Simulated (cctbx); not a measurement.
# What is wrong with this refinement?

Cell a = 6.9180 Å, b = 10.1840 Å, c = 4.5980 Å, α = 90.00°, β = 90.00°, γ = 90.00°; space group Cmcm (no. 63).

The data are simulated with cctbx, not measured: Mo Kα, λ = 0.71073 Å, to d = 0.84 Å, 95 % of the full sphere, strongest reflection 20000 counts, noise from counting, a 3 % proportional error and a noise floor of 8 counts (s.d.); no absorption.

An isotropic refinement with weights 1/σ² prints:

```text
Rint 0.030, 177 unique reflections to 0.84 A
cycle     R1     wR2    GooF  max shift (A)
   1  0.3168  0.6667  30.093   0.23059
  12  0.0446  0.2334  10.535   0.00040
final R1 0.0446 wR2 0.2334 GooF 10.534  parameters 10  data/parameter 17.7
atom        x        y        z      Ueq    occ   su(xyz)  su(Uiso or U11)
Gd1    0.50000  0.13501  0.75000   0.0034  1.000  0.00036  0.0014
Cd1    0.78708  0.10073  0.25000   0.0038  1.000  0.00056  0.0015
Co1    0.50000  0.68040  0.75000   0.0049  1.000  0.00104  0.0023
Co2    0.50000  0.78775  0.49033   0.4938  1.000  0.02041  0.0401
difference map: max 7.30 min -3.69 rms 0.93
Q1    0.0000  0.3660  0.2500    4    7.41  0.01 A from Gd1
Q2    0.2170  0.1023  0.2500    8    6.12  0.03 A from Cd1
Q3    0.0000  0.1817  0.7500    4    3.07  0.01 A from Co1
Q4    0.1664  0.4000  0.2500    8    1.08  1.20 A from Gd1
Q5    0.0850  0.0336  0.2500    8    1.06  1.12 A from Cd1
Q6    0.1382  0.0351  0.9976   16    1.01  1.44 A from Cd1
```

Q: Accept it or mend it, and why?

Mend it. The fault: spurious atom: Co2. Against the right model at the same level, R1 goes from 0.0130 to 0.0446 and GooF from 1.29 to 10.53, Co2 takes U = 0.49 Å² and the top difference peak, 7.4 e/Å³, lies on Gd1. A site with no density behind it hides by a very large U or drifts.

The compound is GdCd2Co. The right model at the same level gives:

```text
Rint 0.030, 177 unique reflections to 0.84 A
cycle     R1     wR2    GooF  max shift (A)
   1  0.2121  0.4464  19.972   0.08434
   2  0.0130  0.0288   1.290   0.00000
final R1 0.0130 wR2 0.0288 GooF 1.290  parameters 7  data/parameter 25.3
atom        x        y        z      Ueq    occ   su(xyz)  su(Uiso or U11)
Gd1    0.50000  0.13502  0.75000   0.0036  1.000  0.00004  0.0002
Cd1    0.78700  0.10078  0.25000   0.0040  1.000  0.00007  0.0002
Co1    0.50000  0.68051  0.75000   0.0052  1.000  0.00012  0.0003
difference map: max 1.12 min -1.39 rms 0.21
Q1    0.0000  0.3123  0.2500    4    1.17  0.54 A from Gd1
Q2    0.0000  0.4163  0.2500    4    1.05  0.52 A from Gd1
Q3    0.2143  0.1005  0.1223   16    0.98  0.59 A from Cd1
Q4    0.1553  0.4028  0.2500    8    0.65  1.14 A from Gd1
Q5    0.1480  0.0000  0.0000    8    0.60  1.61 A from Cd1
Q6    0.0993  0.0385  0.2500    8    0.59  1.01 A from Cd1
```

Isotropic U is held between 0.0001 and 1 Å² by the program, and listed peak heights are interpolated, so they can pass the grid's maximum.

The model is made up (kin elements in a known structure type, no relaxation), so it says nothing on whether the phase exists.

[Middle refinement cycles are left out of these outputs.]

[Logs are printed without paths, hosts, clocks, repeated set-up lines and the standing remarks that a program may print on its own settings, such as how far it seeks lower states.]
